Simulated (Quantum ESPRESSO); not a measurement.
## Beryllium (P6_3/mmc): zone-centre phonons

Aim: the zone-centre modes of Beryllium (P6_3/mmc).

Program: Quantum ESPRESSO 7.5. Level of theory: DFT LDA, scalar-relativistic, plane waves, PseudoDojo norm-conserving pseudopotentials. Results are calculated unless marked as measured.

**Measured values to reproduce.**

“D retention and material defects probed using Raman microscopy in JET limiter samples and beryllium-based synthesized samples” (2021, arxiv:2109.15077) quotes from earlier work for Be, hexagonal close-packed (crystalline beryllium, reference value from earlier work): Raman mode (E2g) 455 cm⁻¹ [literature value quoted in the methods section; measurement temperature and sample not …].

### 1. Starting point

Symmetry: P6_3/mmc, No. 194, hexagonal system. Conventional cell: a = 2.285 Å, b = 2.285 Å, c = 3.584 Å, α = 90.00°, β = 90.00°, γ = 120.00°. Nearest to Be lie 12 Be at 2.23 to 2.29 Å.

### 2. A probe with smearing

Before anything dear is run, a loose run with smearing shows whether this is a metal and how far the cell is from rest.

The input, probe.in:

```
&control
   calculation = 'scf'
   prefix = 'x'
   outdir = './tmp'
   pseudo_dir = './pseudo'
   tprnfor = .true.
   tstress = .true.
   verbosity = 'high'
/
&system
   ibrav = 0
   nat = 2
   ntyp = 1
   ecutwfc = 88.0
   occupations = 'smearing'
   smearing = 'gaussian'
   degauss = 0.01
/
&electrons
   conv_thr = 1.0d-07
   mixing_beta = 0.7
   electron_maxstep = 100
/
ATOMIC_SPECIES
 Be      9.0122  Be.upf
CELL_PARAMETERS angstrom
     2.285300000    0.000000000    0.000000000
    -1.142650000    1.979127855    0.000000000
     0.000000000    0.000000000    3.584200000
ATOMIC_POSITIONS crystal
 Be     0.333333333   0.666666667   0.250000000
 Be     0.666666667   0.333333333   0.750000000
K_POINTS automatic
 9 9 6 0 0 0
```

On the command line:

```
$ OMP_NUM_THREADS=1 mpirun -n 4 pw.x -nk 4 -in probe.in > probe.out
```

The log of the run:

```text
[banners, grids, parts of the stress and lines that vanish by symmetry left out]
Program PWSCF v.7.5
     Message from routine setup:
     using ibrav=0 with symmetry is DISCOURAGED, use correct ibrav instead
[...]
kinetic-energy cutoff     =      88.0000  Ry
     charge density cutoff     =     352.0000  Ry
     scf convergence threshold =      1.0E-07
[...]
Exchange-correlation= SLA  PW   NOGX NOGC
                           (   1   4   0   0   0   0   0)
[...]
24 Sym. Ops., with inversion, found (12 have fractional translation)
[...]
(     0          1          0      )
                  (     0          0          1      )
[...]
(  0.0000000  1.0000000  0.0000000 )
                  (  0.0000000  0.0000000  1.0000000 )
[...]
(     0         -1          0      )       (  0.0000000 )
[...]
(  0.0000000  0.0000000  1.0000000 )
[...]
(    -1          0          0      )
                  (     0          0          1      )
[...]
( -0.8660254 -0.5000000  0.0000000 )
                  (  0.0000000  0.0000000  1.0000000 )
[...]
number of k points=    48  Gaussian smearing, width (Ry)=  0.0100
[...]
End of self-consistent calculation
[...]
the Fermi energy is     8.0421 ev
!    total energy              =     -55.31912760 Ry
[...]
convergence has been achieved in   4 iterations
[...]
atom    1 type  1   force =    -0.00000000   -0.00000000    0.00000000
     atom    2 type  1   force =     0.00000000    0.00000000    0.00000000
[...]
Total force =     0.000000     Total SCF correction =     0.000000
[...]
total   stress  (Ry/bohr**3)                   (kbar)     P=      -81.67
[...]
XML data file, charge density, pseudopotentials, collected wavefunctions

   JOB DONE.
```

Elapsed: 12 s, on 4 MPI ranks of Intel Xeon at 2.50GHz (Skylake/Cascade Lake), shared host; 26 s of CPU time.

Read from the output:

* volume per atom: 8.105 Å³
* pressure: -8.167 GPa
* gap on the k-mesh: 0 eV

No gap opens on this mesh, so smearing is kept; the start stands at -8.2 GPa.

### 3. Relaxation

The relaxation runs at a cutoff a fifth above that of the response, since stress converges more slowly with the basis than frequencies do. Forces and stress are brought to rest with tight thresholds.

The input, relax.in:

```
&control
   calculation = 'vc-relax'
   prefix = 'x'
   outdir = './tmp'
   pseudo_dir = './pseudo'
   tprnfor = .true.
   tstress = .true.
   forc_conv_thr = 2.0d-05
   etot_conv_thr = 1.0d-07
   nstep = 40
/
&system
   ibrav = 0
   nat = 2
   ntyp = 1
   ecutwfc = 106
   occupations = 'smearing'
   smearing = 'mv'
   degauss = 0.02
/
&electrons
   conv_thr = 1.0d-11
   mixing_beta = 0.7
   electron_maxstep = 100
/
&ions
/
&cell
   press_conv_thr = 0.2
/
ATOMIC_SPECIES
 Be      9.0122  Be.upf
CELL_PARAMETERS angstrom
     2.285300000    0.000000000    0.000000000
    -1.142650000    1.979127855    0.000000000
     0.000000000    0.000000000    3.584200000
ATOMIC_POSITIONS crystal
 Be     0.333333333   0.666666667   0.250000000
 Be     0.666666667   0.333333333   0.750000000
K_POINTS automatic
 18 18 10 0 0 0
```

On the command line:

```
$ OMP_NUM_THREADS=1 mpirun -n 4 pw.x -nk 4 -in relax.in > relax.out
```

The log of the run:

```text
[banners, grids, parts of the stress and lines that vanish by symmetry left out]
[banner, memory and clock lines left out]
Program PWSCF v.7.5

[...]
kinetic-energy cutoff     =     106.0000  Ry
     charge density cutoff     =     424.0000  Ry
     scf convergence threshold =      1.0E-11
[...]
energy convergence thresh.=      1.0E-07
     force convergence thresh. =      2.0E-05
     press convergence thresh. =      2.0E-01
     Exchange-correlation= SLA  PW   NOGX NOGC
                           (   1   4   0   0   0   0   0)
[...]
24 Sym. Ops., with inversion, found (12 have fractional translation)
[...]
number of k points=   222  Marzari-Vanderbilt smearing, width (Ry)=  0.0200
[...]
End of self-consistent calculation
[...]
the Fermi energy is     8.4784 ev
!    total energy              =     -55.31765520 Ry
[...]
convergence has been achieved in   6 iterations
[...]
atom    1 type  1   force =     0.00000000    0.00000000    0.00000000
     atom    2 type  1   force =    -0.00000000   -0.00000000    0.00000000
     Total force =     0.000000     Total SCF correction =     0.000000
[...]
total   stress  (Ry/bohr**3)                   (kbar)     P=      -81.01
[...]
number of bfgs steps    =   0
[...]
CELL_PARAMETERS (angstrom)
[...]
ATOMIC_POSITIONS (crystal)
Be               0.3333333330        0.6666666670        0.2500000000
Be               0.6666666670        0.3333333330        0.7500000000
[...]
New effective cutoffs (rho, wfc):  435.95  109.22
[...]
End of self-consistent calculation
[...]
the Fermi energy is     8.8895 ev
!    total energy              =     -55.31946334 Ry
[...]
convergence has been achieved in   4 iterations
[...]
atom    1 type  1   force =     0.00000000    0.00000000    0.00000000
     atom    2 type  1   force =    -0.00000000   -0.00000000    0.00000000
     Total force =     0.000000     Total SCF correction =     0.000000
[...]
total   stress  (Ry/bohr**3)                   (kbar)     P=      -34.95
[...]
number of bfgs steps    =   1
[...]
CELL_PARAMETERS (angstrom)
[...]
ATOMIC_POSITIONS (crystal)
Be               0.3333333330        0.6666666670        0.2500000000
Be               0.6666666670        0.3333333330        0.7500000000
[...]
New effective cutoffs (rho, wfc):  446.26  111.88
[...]
End of self-consistent calculation
[...]
the Fermi energy is     9.2138 ev
!    total energy              =     -55.31984042 Ry
[...]
convergence has been achieved in   6 iterations
[...]
atom    1 type  1   force =     0.00000000    0.00000000    0.00000000
     atom    2 type  1   force =    -0.00000000   -0.00000000   -0.00000000
     Total force =     0.000000     Total SCF correction =     0.000000
[...]
total   stress  (Ry/bohr**3)                   (kbar)     P=        3.71
[...]
number of bfgs steps    =   2
[...]
CELL_PARAMETERS (angstrom)
[...]
ATOMIC_POSITIONS (crystal)
[...]
New effective cutoffs (rho, wfc):  445.60  111.72
[...]
End of self-consistent calculation
[...]
the Fermi energy is     9.1889 ev
!    total energy              =     -55.31984477 Ry
[...]
convergence has been achieved in   4 iterations
[...]
atom    1 type  1   force =     0.00000000    0.00000000    0.00000000
     atom    2 type  1   force =    -0.00000000   -0.00000000   -0.00000000
     Total force =     0.000000     Total SCF correction =     0.000000
[...]
total   stress  (Ry/bohr**3)                   (kbar)     P=        0.14
[...]
number of bfgs steps    =   3
[...]
CELL_PARAMETERS (angstrom)
[...]
ATOMIC_POSITIONS (crystal)
[...]
New effective cutoffs (rho, wfc):  445.66  111.75
[...]
End of self-consistent calculation
[...]
the Fermi energy is     9.1891 ev
!    total energy              =     -55.31984504 Ry
[...]
convergence has been achieved in   4 iterations
[...]
atom    1 type  1   force =     0.00000000    0.00000000    0.00000000
     atom    2 type  1   force =    -0.00000000   -0.00000000   -0.00000000
     Total force =     0.000000     Total SCF correction =     0.000000
[...]
total   stress  (Ry/bohr**3)                   (kbar)     P=       -0.07
[...]
number of bfgs steps    =   4
[...]
CELL_PARAMETERS (angstrom)
[...]
ATOMIC_POSITIONS (crystal)
[...]
New effective cutoffs (rho, wfc):  445.71  111.76
[...]
End of self-consistent calculation
[...]
the Fermi energy is     9.1902 ev
!    total energy              =     -55.31984506 Ry
[...]
convergence has been achieved in   3 iterations
[...]
atom    1 type  1   force =     0.00000000    0.00000000    0.00000000
     atom    2 type  1   force =    -0.00000000   -0.00000000   -0.00000000
     Total force =     0.000000     Total SCF correction =     0.000000
[...]
total   stress  (Ry/bohr**3)                   (kbar)     P=       -0.01
[...]
bfgs converged in   6 scf cycles and   5 bfgs steps
[...]
End of BFGS Geometry Optimization
     Final enthalpy           =     -55.3198450556 Ry
     File ./tmp/x.bfgs deleted, as requested
[...]
CELL_PARAMETERS (angstrom)
[...]
ATOMIC_POSITIONS (crystal)
Be               0.3333333330        0.6666666670        0.2500000000
Be               0.6666666670        0.3333333330        0.7500000000
[...]
Final scf calculation at the relaxed structure.
[...]
kinetic-energy cutoff     =     106.0000  Ry
     charge density cutoff     =     424.0000  Ry
     scf convergence threshold =      1.0E-13
[...]
press convergence thresh. =      2.0E-01
     Exchange-correlation= SLA  PW   NOGX NOGC
                           (   1   4   0   0   0   0   0)
[...]
24 Sym. Ops., with inversion, found (12 have fractional translation)
[...]
number of k points=   222  Marzari-Vanderbilt smearing, width (Ry)=  0.0200
[...]
c_bands:  1 eigenvalues not converged
     c_bands:  1 eigenvalues not converged
     c_bands:  1 eigenvalues not converged
     c_bands:  2 eigenvalues not converged
     c_bands:  1 eigenvalues not converged
     c_bands:  1 eigenvalues not converged
     c_bands:  1 eigenvalues not converged
[...]
End of self-consistent calculation
[...]
the Fermi energy is     9.1902 ev
!    total energy              =     -55.31983882 Ry
[...]
convergence has been achieved in   7 iterations
[...]
atom    1 type  1   force =    -0.00000000   -0.00000000   -0.00000000
     atom    2 type  1   force =     0.00000000    0.00000000    0.00000000
     Total force =     0.000000     Total SCF correction =     0.000000
[...]
total   stress  (Ry/bohr**3)                   (kbar)     P=       -0.02
[...]
XML data file, charge density, pseudopotentials, collected wavefunctions
```

It took 5.5 min on 4 MPI ranks; 12 min of CPU time.

The steps of the relaxation:

```csv
step,energy less that of the first step (eV),largest force (eV/Å),pressure (GPa),volume (Å³)
1,0.0000,0.0000,-8.10,16.21
2,-0.0246,0.0000,-3.50,15.55
3,-0.0297,0.0000,0.37,15.07
4,-0.0298,0.0000,0.01,15.11
5,-0.0298,0.0000,-0.01,15.12
6,-0.0298,0.0000,0.00,15.12
7,-0.0297,0.0000,0.00,15.12
```

```csv
"conventional cell, symmetrised",before,after,change
a (Å),2.285,2.226,-2.6 %
b (Å),2.285,2.226,-2.6 %
c (Å),3.584,3.524,-1.7 %
volume (Å³/atom),8.11,7.56,-6.8 %
```

The relaxed structure:

```
Be
1.0
     2.22554    0.00000    0.00000
    -1.11277    1.92737    0.00000
     0.00000    0.00000    3.52394
Be
2
Direct
  0.33333 0.66667 0.25000
  0.66667 0.33333 0.75000
```

The last row of the table of steps is pw.x's closing run on a basis chosen anew for the final cell, so its energy can jump.

Numbers from this step:

```yaml
volume_per_atom: 7.558 Å³
pressure: -0.001667 GPa
```

The volume changes by -6.8 % from the cell with which this run began.

### 4. Ground state

The response is built on this ground state, so it is converged far tighter than an energy would need. Smearing stays on, as the first look found no gap above 0.3 eV.

The input, scf.in:

```
&control
   calculation = 'scf'
   prefix = 'x'
   outdir = './tmp'
   pseudo_dir = './pseudo'
   tprnfor = .true.
   tstress = .true.
/
&system
   ibrav = 0
   nat = 2
   ntyp = 1
   ecutwfc = 88.0
   occupations = 'smearing'
   smearing = 'mv'
   degauss = 0.02
/
&electrons
   conv_thr = 1.0d-12
   mixing_beta = 0.7
   electron_maxstep = 100
/
ATOMIC_SPECIES
 Be      9.0122  Be.upf
CELL_PARAMETERS angstrom
     2.225536820    0.000000000    0.000000000
    -1.112768410    1.927371423    0.000000000
     0.000000000    0.000000000    3.523936856
ATOMIC_POSITIONS crystal
 Be     0.333333333   0.666666667   0.250000000
 Be     0.666666667   0.333333333   0.750000000
K_POINTS automatic
 20 20 10 0 0 0
```

On the command line:

```
$ OMP_NUM_THREADS=1 mpirun -n 4 pw.x -nk 4 -in scf.in > scf.out
```

The log of the run:

```text
[banners, grids, parts of the stress and lines that vanish by symmetry left out]
[banner, memory and clock lines left out]
Program PWSCF v.7.5

[...]
kinetic-energy cutoff     =      88.0000  Ry
     charge density cutoff     =     352.0000  Ry
     scf convergence threshold =      1.0E-12
[...]
Exchange-correlation= SLA  PW   NOGX NOGC
                           (   1   4   0   0   0   0   0)
[...]
24 Sym. Ops., with inversion, found (12 have fractional translation)
[...]
number of k points=   264  Marzari-Vanderbilt smearing, width (Ry)=  0.0200
[...]
End of self-consistent calculation
[...]
the Fermi energy is     8.9580 ev
!    total energy              =     -55.31984285 Ry
[...]
convergence has been achieved in   6 iterations
[...]
atom    1 type  1   force =     0.00000000    0.00000000    0.00000000
     atom    2 type  1   force =    -0.00000000   -0.00000000    0.00000000
     Total force =     0.000000     Total SCF correction =     0.000000
[...]
total   stress  (Ry/bohr**3)                   (kbar)     P=        0.15
[...]
XML data file, charge density, pseudopotentials, collected wavefunctions
```

The job ended after 46 s (4 MPI ranks).

Read from the output:

| Item | Value |
| --- | --- |
| pressure | 0.01467 GPa |

The cell stands at 0.015 GPa, close enough for phonons.

(Continued in part 2 of 2.)

[Host names and launcher messages were left out of these logs when they were recorded.]

[Logs are printed without paths, hosts, clocks, repeated set-up lines and the standing remarks that a program may print on its own settings, such as how far it seeks lower states.]

[Hosts, paths, dates, database ids (printed as entryN), source tags and the programs' standing remarks are cut or masked in the printed files.]
